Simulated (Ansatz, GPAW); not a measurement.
# Work function of Mg/Cd(0001) at several levels

Wanted: work functions and dipole of Mg/Cd(0001), with the cost of each level.

Main program and level: GPAW 26.7.0 and Ansatz 0.2.0; Ansatz plane waves; slab in vacuum with a dipole correction, relaxation; PAW set soft_1, in the first sound run; inputs show where later runs differ.

Report form: the programs' logs are mostly left out.

## 1. The starting structure

The cell holds 17 atoms: 16 Cd and 1 Mg. Cell: a = 5.960 Å, b = 5.960 Å, c = 24.879 Å, α = 90.0°, β = 90.0°, γ = 60.0°. Vacuum lies along c.

## 2. Relaxation

Forces are removed first; all later runs use this geometry. The lowest 8 atoms are held at bulk positions and keep their forces.

File input.yaml:

```yaml
crystal:
  lattice:
    - [5.96, 0.0, 0.0]
    - [2.98, 5.1615114066, 0.0]
    - [0.0, 0.0, 24.8788731682]
  atoms:
    - { symbol: Cd, position: [0.3333333334, 0.3333333334, 0.2813632254] }
    - { symbol: Cd, position: [0.0, 0.0, 0.3943160904] }
    - { symbol: Cd, position: [0.3333333334, 0.3333333334, 0.5072689553] }
    - { symbol: Cd, position: [0.0, 0.0, 0.6202218202] }
    - { symbol: Cd, position: [0.3333333334, 0.8333333334, 0.2813632254] }
    - { symbol: Cd, position: [0.0, 0.5, 0.3943160904] }
    - { symbol: Cd, position: [0.3333333334, 0.8333333334, 0.5072689553] }
    - { symbol: Cd, position: [0.0, 0.5, 0.6202218202] }
    - { symbol: Cd, position: [0.8333333334, 0.3333333334, 0.2813632254] }
    - { symbol: Cd, position: [0.5, 0.0, 0.3943160904] }
    - { symbol: Cd, position: [0.8333333334, 0.3333333334, 0.5072689553] }
    - { symbol: Cd, position: [0.5, 0.0, 0.6202218202] }
    - { symbol: Cd, position: [0.8333333334, 0.8333333334, 0.2813632254] }
    - { symbol: Cd, position: [0.5, 0.5, 0.3943160904] }
    - { symbol: Cd, position: [0.8333333334, 0.8333333334, 0.5072689553] }
    - { symbol: Cd, position: [0.5, 0.5, 0.6202218202] }
    - { symbol: Mg, position: [0.1666666667, 0.1666666667, 0.7186367746] }
kpoints:
  mp_grid: { grid: [6, 6, 1] }
hamiltonian:
  xc: pbe
  pseudopotentials: { kind: paw, azcp: { folder: soft_1 } }
scf:
  occupations: { method: fermi_dirac, width: 0.1 }
efield:
  axis: 3
  dipole_correction: true
  ramp_width: 0.05
relax:
  f_tol: 0.02
  max_steps: 60
  constraints: [{ sites: [0, 1, 4, 5, 8, 9, 12, 13] }]
output:
  write_potential: true
  write_density: true
  volumetric_format: npy
```

On the command line:

```sh
$ ansatz run input.yaml --threads 4 --pin off --max-ram 8192MiB --backend cpu --events-out ev --progress --plain --runs-dir out
```

Run time: 1.8 min. Hardware: 4 threads of Arm Neoverse V2, shared host; peak memory 3.1 GiB; 7.2 min of CPU time.

Relaxation path:

```tsv
step	energy less that of the first step (eV)	largest force component (eV/Å)
1	0.0000	0.3410
2	-0.0832	0.2056
3	-0.1150	0.0855
4	-0.1187	0.0128
5	-0.1187	0.0128
```

The run keeps the 6 symmetry operations that it works with, so distortions that break them were not tested.

The atoms that moved most (Å):

```tsv
atom	dx	dy	dz	length
Mg17	0.000	0.000	0.484	0.484
Cd4	-0.012	-0.007	0.300	0.300
Cd12	0.012	-0.007	0.300	0.300
Cd8	0.000	0.014	0.300	0.300
Cd16	0.000	0.000	0.281	0.281
Cd7	0.000	-0.002	0.185	0.185
Cd11	-0.002	0.001	0.185	0.185
Cd3	0.002	0.001	0.185	0.185
```

The relaxed structure:

```
Cd Mg
1.0
     5.96000    0.00000    0.00000
     2.98000    5.16151    0.00000
     0.00000    0.00000   24.87887
Cd Mg
16 1
Direct
  0.33333 0.33333 0.28136
  0.00000 0.00000 0.39432
  0.33351 0.33351 0.51470
  0.99869 0.99869 0.63227
  0.33333 0.83333 0.28136
  0.00000 0.50000 0.39432
  0.33351 0.83298 0.51470
  0.99869 0.50263 0.63227
  0.83333 0.33333 0.28136
  0.50000 0.00000 0.39432
  0.83298 0.33351 0.51470
  0.50263 0.99869 0.63227
  0.83333 0.83333 0.28136
  0.50000 0.50000 0.39432
  0.83333 0.83333 0.51175
  0.50000 0.50000 0.63151
  0.16667 0.16667 0.73808
```

Numbers from this step:

```
free energy             : -133994.4931 eV
smearing term TS        : 0.1209 eV
symmetry operations     : 6
upper work function     : 3.516 eV
lower work function     : 3.845 eV
dipole along the normal : 0.05588 e·Å
dipole field            : 0.01321 V/Å
vacuum level above      : 8.452 eV
vacuum level below      : 8.780 eV
```

Electrostatic potential energy of an electron (with the applied field's), less the Fermi level, planar mean against z:

```tsv
z (Å)	electrostatic potential energy of an electron (with the applied field's), less the Fermi level, planar mean (eV)
0.0	3.68
0.5	3.81
1.0	3.84
1.5	3.84
2.0	3.84
2.5	3.84
3.0	3.84
3.5	3.84
4.0	3.82
4.5	3.75
5.0	3.51
5.5	2.70
6.0	-0.388
6.5	-7.91
7.0	-11.7
7.5	-8.04
8.0	-0.754
8.5	1.09
9.0	-3.36
9.5	-10.2
10.0	-11.2
10.5	-5.27
11.0	0.950
11.5	1.36
12.0	-3.75
12.5	-10.4
13.0	-11.0
13.5	-4.86
14.0	1.04
14.5	1.05
15.0	-4.78
15.5	-11.0
16.0	-10.6
16.5	-3.90
17.0	1.42
17.5	1.91
18.0	-0.327
18.5	-1.48
19.0	1.23
19.5	2.62
20.0	3.17
20.5	3.39
21.0	3.47
21.5	3.50
22.0	3.51
22.5	3.51
23.0	3.52
23.5	3.52
24.0	3.52
24.5	3.58
```

The valence density, planar mean oscillates, so the rows of the table below give means over windows of 2.83 Å about each position, cut where the curve ends. Its maxima inside the range that stand out by 2 % of the span (Å: e/Å³): 7.0: 2.69, 9.8: 2.71, 12.9: 2.65, 15.8: 2.70, 18.4: 0.436. Its minima: 8.4: 0.106, 11.3: 0.0873, 14.2: 0.0909, 17.6: 0.0425.

Table of valence density, planar mean by z; means over each step:

z (Å), valence density, planar mean (e/Å³) and a bar:
```
     1.42       0.00 
     4.25       0.01 
     7.08       0.91 ##############################
     9.91       0.92 ##############################
    12.73       0.91 ##############################
    15.57       0.91 ##############################
    18.39       0.12 ####
    21.23       0.00 
    24.05       0.00
```

The relaxation lowered the energy of the cell by 0.119 eV.

## 3. Plane waves, PBE

With the geometry fixed, the planar mean of the potential gives the vacuum level on each side.

This step: GPAW, PAW setups; slab in vacuum (GPAW 26.7.0).

File run.py:

```python
import json
import numpy as np
from ase import Atoms
from gpaw import GPAW, PW

slab = Atoms(
    ['Cd', 'Cd', 'Cd', 'Cd', 'Cd', 'Cd', 'Cd', 'Cd', 'Cd', 'Cd', 'Cd', 'Cd', 'Cd', 'Cd', 'Cd', 'Cd', 'Mg'],
    positions=[
        [2.98000, 1.72050, 7.00000],
        [0.00000, 0.00000, 9.81014],
        [2.98159, 1.72142, 12.80521],
        [-0.01175, -0.00678, 15.73007],
        [4.47000, 4.30126, 7.00000],
        [1.49000, 2.58076, 9.81014],
        [4.47000, 4.29942, 12.80521],
        [1.49000, 2.59432, 15.73007],
        [5.96000, 1.72050, 7.00000],
        [2.98000, 0.00000, 9.81014],
        [5.95841, 1.72142, 12.80521],
        [2.99175, -0.00678, 15.73007],
        [7.45000, 4.30126, 7.00000],
        [4.47000, 2.58076, 9.81014],
        [7.45000, 4.30126, 12.73175],
        [4.47000, 2.58076, 15.71120],
        [1.49000, 0.86025, 18.36272]],
    cell=[[5.96, 0.0, 0.0], [2.98, 5.16151, 0.0], [0.0, 0.0, 24.87887]],
    pbc=[True, True, False])

slab.calc = GPAW(mode=PW(400), xc='PBE', kpts={'size': (6, 6, 1), 'gamma': True},
                 occupations={'name': 'fermi-dirac', 'width': 0.1}, nbands='200%',
                 convergence={'density': 1e-05}, maxiter=200,
                 poissonsolver={'dipolelayer': 'xy'},
                 symmetry={'tolerance': 1e-3}, txt='slab.txt')
result = {}
energy = slab.get_potential_energy()
fermi = slab.calc.get_fermi_level()
v = slab.calc.get_electrostatic_potential().mean((0, 1)) - fermi
n = slab.calc.get_pseudo_density().mean((0, 1))
L = slab.cell[2, 2]
z = np.arange(len(v)) * L / len(v)
low, high = slab.positions[:, 2].min(), slab.positions[:, 2].max()
below, above = np.interp([low - 4.8, high + 4.8], z, v)
slopes = [np.interp(x, z, np.gradient(v, z)) for x in (low - 4.8, high + 4.8)]
eps = np.array([[slab.calc.get_eigenvalues(k, s) for k in range(len(slab.calc.get_ibz_k_points()))]
                for s in range(slab.calc.get_number_of_spins())]) - fermi
top, bottom = eps[eps < 0].max(), eps[eps > 0].min()
dipole = slab.get_dipole_moment()[2]
print(f'energy {energy:.4f} eV, Fermi level {fermi:.4f} eV, dipole {dipole:.5f} e A')
print(f'potential 4.8 A off the faces, from the Fermi level: lower {below:.4f} eV, upper {above:.4f} eV')
print(f'slope of the potential there: lower {slopes[0]:.5f}, upper {slopes[1]:.5f} eV/A')
print(f'nearest levels on the mesh: {top:.4f} and {bottom:.4f} eV')
print('magnetic moment', round(slab.get_magnetic_moment(), 3))
result.update(energy=energy, fermi=fermi, dipole=dipole, below=below, above=above, slopes=slopes, edges=[top, bottom],
              z=z.tolist(), v=v.tolist(), n=n.tolist(), positions=slab.positions.tolist(),
              forces=slab.get_forces(apply_constraint=False).tolist(), moments=slab.get_magnetic_moments().tolist())
json.dump(result, open('result.json', 'w'))
```

On the command line:

```sh
$ OMP_NUM_THREADS=1 OPENBLAS_NUM_THREADS=1 python run.py
```

Wall time 24 min (1 thread); peak memory 1.1 GiB.

This step gave:

| Item | Value |
| --- | --- |
| dipole along the normal | 0.05772 e·Å |
| levels nearest the Fermi level on the mesh | -0.08052, 0.1171 eV from the Fermi level |
| upper work function | 3.522 eV |
| lower work function | 3.864 eV |

Table of electrostatic potential energy of an electron (without an applied field's), less the Fermi level, planar mean by z:

z (Å), electrostatic potential energy of an electron (without an applied field's), less the Fermi level, planar mean (eV) and a bar from the least value:
```
      0.0        3.7 ##############################
      0.5        3.9 ##############################
      1.0        3.9 ##############################
      1.5        3.9 ##############################
      2.0        3.9 ##############################
      2.5        3.9 ##############################
      3.0        3.9 ##############################
      3.5        3.9 ##############################
      4.0        3.8 ##############################
      4.5        3.8 ##############################
      5.0        3.5 ##############################
      5.5        2.7 #############################
      6.0       -0.1 #########################
      6.5      -10.1 ##############
      7.0      -22.1 
      7.5      -10.3 ##############
      8.0       -0.5 #########################
      8.5        1.2 ###########################
      9.0       -2.8 ######################
      9.5      -16.4 #######
     10.0      -19.8 ###
     10.5       -5.2 ####################
     11.0        1.0 ###########################
     11.5        1.4 ###########################
     12.0       -3.3 ######################
     12.5      -17.2 ######
     13.0      -19.2 ###
     13.5       -4.7 ####################
     14.0        1.1 ###########################
     14.5        1.1 ###########################
     15.0       -4.5 ####################
     15.5      -19.0 ####
     16.0      -17.6 #####
     16.5       -3.4 ######################
     17.0        1.4 ###########################
     17.5        1.9 ############################
     18.0        0.4 ##########################
     18.5       -0.5 #########################
     19.0        1.4 ###########################
     19.5        2.6 #############################
     20.0        3.2 #############################
     20.5        3.4 #############################
     21.0        3.5 ##############################
     21.5        3.5 ##############################
     22.0        3.5 ##############################
     22.5        3.5 ##############################
     23.0        3.5 ##############################
     23.5        3.5 ##############################
     24.0        3.5 ##############################
     24.5        3.5 ##############################
```

The pseudo valence density, planar mean oscillates, so the rows of the table below give means over windows of 2.8 Å about each position, cut where the curve ends. Its maxima inside the range that stand out by 2 % of the span (Å: e/Å³): 7.0: 1.51, 9.7: 1.49, 12.9: 1.48, 15.8: 1.52, 18.5: 0.420. Its minima: 8.3: 0.109, 11.4: 0.0898, 14.3: 0.0914, 17.6: 0.0443.

The pseudo valence density, planar mean by z; means over each step:

```tsv
z (Å)	pseudo valence density, planar mean (e/Å³)
1.40	8.0e-6
4.20	0.00729
7.00	0.550
9.80	0.555
12.60	0.551
15.40	0.551
18.20	0.129
21.00	0.00277
23.80	1.2e-5
```

Force by atom:

```tsv
atom	x (eV/Å)	y (eV/Å)	z (eV/Å)	size
Cd1	0.028	0.016	-0.099	0.105
Cd2	-0.020	-0.012	0.108	0.110
Cd3	-0.003	-0.002	0.003	0.005
Cd4	0.000	0.000	-0.001	0.001
Cd5	0.000	-0.033	-0.099	0.105
Cd6	0.000	0.024	0.108	0.110
Cd7	0.000	0.004	0.003	0.004
Cd8	0.000	0.000	-0.001	0.001
Cd9	-0.028	0.016	-0.099	0.105
Cd10	0.020	-0.012	0.108	0.110
Cd11	0.003	-0.002	0.003	0.004
Cd12	0.000	0.000	-0.001	0.001
Cd13	0.000	0.000	-0.091	0.091
Cd14	0.000	0.000	0.108	0.108
Cd15	0.000	0.000	-0.010	0.010
Cd16	0.000	0.000	-0.014	0.014
Mg17	0.000	0.000	-0.026	0.026
```

The potential is flat to 9.6e-4 eV/Å where it is read, so the vacuum is wide enough. The geometry is the other program's minimum; here the largest force on a free atom is 0.026 eV/Å.

## 4. Self-consistent run: xc = "vdW-DF2"

The same geometry under vdW-DF2, to see how far the functional moves the levels against the vacuum (the van der Waals functionals take revPBE setups).

Changes to run.py since step 3:

```diff
@@ -28,3 +28,3 @@
 
-slab.calc = GPAW(mode=PW(400), xc='PBE', kpts={'size': (6, 6, 1), 'gamma': True},
+slab.calc = GPAW(mode=PW(400), xc='vdW-DF2', kpts={'size': (6, 6, 1), 'gamma': True},
                  occupations={'name': 'fermi-dirac', 'width': 0.1}, nbands='200%',
```

Run time: 23 min. Hardware: 1 thread; peak memory 1.5 GiB.

Numbers from this step:

```
dipole along the normal                    : 0.05922 e·Å
levels nearest the Fermi level on the mesh : -0.08999, 0.1475 eV from the Fermi level
upper work function                        : 3.841 eV
lower work function                        : 4.192 eV
```

The electrostatic potential energy of an electron (without an applied field's), less the Fermi level, planar mean by z:

```tsv
z (Å)	electrostatic potential energy of an electron (without an applied field's), less the Fermi level, planar mean (eV)
0.0	4.02
0.5	4.19
1.0	4.19
1.5	4.19
2.0	4.19
2.5	4.19
3.0	4.19
3.5	4.18
4.0	4.15
4.5	4.06
5.0	3.77
5.5	2.87
6.0	-0.0846
6.5	-10.2
7.0	-22.2
7.5	-10.4
8.0	-0.765
8.5	0.877
9.0	-3.03
9.5	-16.5
10.0	-19.9
10.5	-5.31
11.0	0.782
11.5	1.15
12.0	-3.45
12.5	-17.3
13.0	-19.3
13.5	-4.81
14.0	0.837
14.5	0.822
15.0	-4.65
15.5	-19.0
16.0	-17.6
16.5	-3.50
17.0	1.39
17.5	1.93
18.0	0.478
18.5	-0.300
19.0	1.66
19.5	2.91
20.0	3.47
20.5	3.70
21.0	3.79
21.5	3.82
22.0	3.83
22.5	3.84
23.0	3.84
23.5	3.84
24.0	3.84
24.5	3.85
```

The pseudo valence density, planar mean oscillates, so the rows of the table below give means over windows of 2.8 Å about each position, cut where the curve ends. Its maxima inside the range that stand out by 2 % of the span (Å: e/Å³): 7.0: 1.51, 9.7: 1.49, 12.9: 1.49, 15.8: 1.52, 18.5: 0.421. Its minima: 8.3: 0.105, 11.4: 0.0862, 14.3: 0.0875, 17.6: 0.0437.

Pseudo valence density, planar mean against z; means over each step:

z (Å), pseudo valence density, planar mean (e/Å³) and a bar:
```
     1.40       0.00 
     4.20       0.01 
     7.00       0.55 ##############################
     9.80       0.55 ##############################
    12.60       0.55 ##############################
    15.40       0.55 ##############################
    18.20       0.13 #######
    21.00       0.00 
    23.80       0.00
```

Force by atom:

```tsv
atom	x (eV/Å)	y (eV/Å)	z (eV/Å)	size
Cd1	0.027	0.015	-0.426	0.427
Cd2	-0.014	-0.008	0.155	0.156
Cd3	-0.010	-0.006	-0.010	0.015
Cd4	-0.005	-0.003	0.197	0.197
Cd5	-0.001	-0.032	-0.426	0.427
Cd6	0.000	0.016	0.155	0.156
Cd7	-0.001	0.011	-0.010	0.014
Cd8	0.000	0.006	0.197	0.197
Cd9	-0.028	0.015	-0.426	0.427
Cd10	0.014	-0.008	0.155	0.156
Cd11	0.009	-0.006	-0.010	0.014
Cd12	0.005	-0.003	0.197	0.197
Cd13	-0.001	0.000	-0.419	0.419
Cd14	0.000	0.000	0.163	0.163
Cd15	-0.001	0.000	-0.013	0.013
Cd16	0.000	0.000	0.193	0.193
Mg17	0.000	0.000	0.308	0.308
```

The upper face's work function is 3.841 eV, against 3.522 eV in the first plane-wave PBE run at this geometry.

## 5. Self-consistent run: xc = "revPBE"

The same geometry under revPBE, to see how far the functional moves the levels against the vacuum.

Changes to run.py since step 4:

```diff
@@ -28,3 +28,3 @@
 
-slab.calc = GPAW(mode=PW(400), xc='vdW-DF2', kpts={'size': (6, 6, 1), 'gamma': True},
+slab.calc = GPAW(mode=PW(400), xc='revPBE', kpts={'size': (6, 6, 1), 'gamma': True},
                  occupations={'name': 'fermi-dirac', 'width': 0.1}, nbands='200%',
```

Elapsed: 24 min, on 1 thread; peak memory 1.1 GiB.

Numbers from this step:

```
dipole along the normal                    : 0.04176 e·Å
levels nearest the Fermi level on the mesh : -0.07841, 0.1140 eV from the Fermi level
upper work function                        : 3.471 eV
lower work function                        : 3.720 eV
```

The electrostatic potential energy of an electron (without an applied field's), less the Fermi level, planar mean oscillates, so the rows of the table below give means over windows of 2.9 Å about each position, cut where the curve ends. Its maxima inside the range that stand out by 2 % of the span (Å: eV): 8.4: 1.11, 11.3: 1.62, 14.2: 1.48, 17.3: 1.92. Its minima: 7.0: -22.2, 9.8: -22.4, 12.8: -22.3, 15.8: -22.4, 18.3: -0.791.

The electrostatic potential energy of an electron (without an applied field's), less the Fermi level, planar mean by z; means over each step:

```tsv
z (Å)	electrostatic potential energy of an electron (without an applied field's), less the Fermi level, planar mean (eV)
1.45	3.71
4.35	3.39
7.25	-7.41
10.15	-7.37
13.05	-7.40
15.95	-7.37
18.85	1.41
21.75	3.44
24.65	3.48
```

The upper face's work function is 3.471 eV, against 3.522 eV in the first plane-wave PBE run at this geometry.

## 6. OptPBE vdW: xc = "optPBE-vdW"

The same geometry under optPBE-vdW, to see how far the functional moves the levels against the vacuum (the van der Waals functionals take revPBE setups).

Changes to run.py since step 5:

```diff
@@ -28,3 +28,3 @@
 
-slab.calc = GPAW(mode=PW(400), xc='revPBE', kpts={'size': (6, 6, 1), 'gamma': True},
+slab.calc = GPAW(mode=PW(400), xc='optPBE-vdW', kpts={'size': (6, 6, 1), 'gamma': True},
                  occupations={'name': 'fermi-dirac', 'width': 0.1}, nbands='200%',
```

Run time: 24 min. Hardware: 1 thread; peak memory 1.5 GiB.

This step gave:

```yaml
dipole_along_the_normal: 0.05934 e·Å
levels_nearest_the_fermi_level_on_the_mesh: -0.07927, 0.1271 eV from the Fermi level
upper_work_function: 3.686 eV
lower_work_function: 4.038 eV
```

The upper face's work function is 3.686 eV, against 3.522 eV in the first plane-wave PBE run at this geometry.

## 7. Real-space grid: mode = "fd"

A real-space grid is a second complete basis, so it checks the plane-wave result.

Changes to run.py since step 6:

```diff
@@ -3,3 +3,3 @@
 from ase import Atoms
-from gpaw import GPAW, PW
+from gpaw import GPAW
 
@@ -28,3 +28,3 @@
 
-slab.calc = GPAW(mode=PW(400), xc='optPBE-vdW', kpts={'size': (6, 6, 1), 'gamma': True},
+slab.calc = GPAW(mode='fd', h=0.18, xc='PBE', kpts={'size': (6, 6, 1), 'gamma': True},
                  occupations={'name': 'fermi-dirac', 'width': 0.1}, nbands='200%',
```

Run time: 1.8 h. Hardware: 1 thread; peak memory 6 GiB.

This step gave:

```
dipole along the normal                    : 0.05822 e·Å
levels nearest the Fermi level on the mesh : -0.08052, 0.1164 eV from the Fermi level
upper work function                        : 3.521 eV
lower work function                        : 3.863 eV
```

The electrostatic potential energy of an electron (without an applied field's), less the Fermi level, planar mean oscillates, so the rows of the table below give means over windows of 2.93 Å about each position, cut where the curve ends. Its maxima inside the range that stand out by 2 % of the span (Å: eV): 8.4: 1.22, 11.3: 1.74, 14.2: 1.61, 17.3: 2.04. Its minima: 7.0: -22.3, 9.8: -22.3, 12.8: -22.3, 15.7: -22.4, 18.4: -0.685.

Table of electrostatic potential energy of an electron (without an applied field's), less the Fermi level, planar mean by z; means over each step:

z (Å), electrostatic potential energy of an electron (without an applied field's), less the Fermi level, planar mean (eV) and a bar from the least value:
```
     1.47        3.9 ##############################
     4.40        3.5 #############################
     7.33       -7.2 
    10.26       -7.2 
    13.19       -7.2 
    16.12       -7.1 
    19.05        1.6 ########################
    21.98        3.5 #############################
```

The upper face's work function is 3.521 eV, against 3.522 eV in the first plane-wave PBE run at this geometry.

## 8. All levels side by side

Times are for 1 thread of Arm Neoverse V2, shared host. Results by setting:

```tsv
no.	run	upper work function (eV)	lower work function (eV)	time	memory (GiB)
1	pw	3.522	3.864	24 min	1.1
2	vdW DF2	3.841	4.192	23 min	1.5
3	revPBE	3.471	3.720	24 min	1.1
4	optPBE vdW	3.686	4.038	24 min	1.5
5	fd	3.521	3.863	1.8 h	6.0
```

[end of part 1 of 2]

[Logs are printed without paths, hosts, clocks, repeated set-up lines and the standing remarks that a program may print on its own settings, such as how far it seeks lower states.]

[Hosts, paths, dates, database ids (printed as entryN), source tags and the programs' standing remarks are cut or masked in the printed files.]
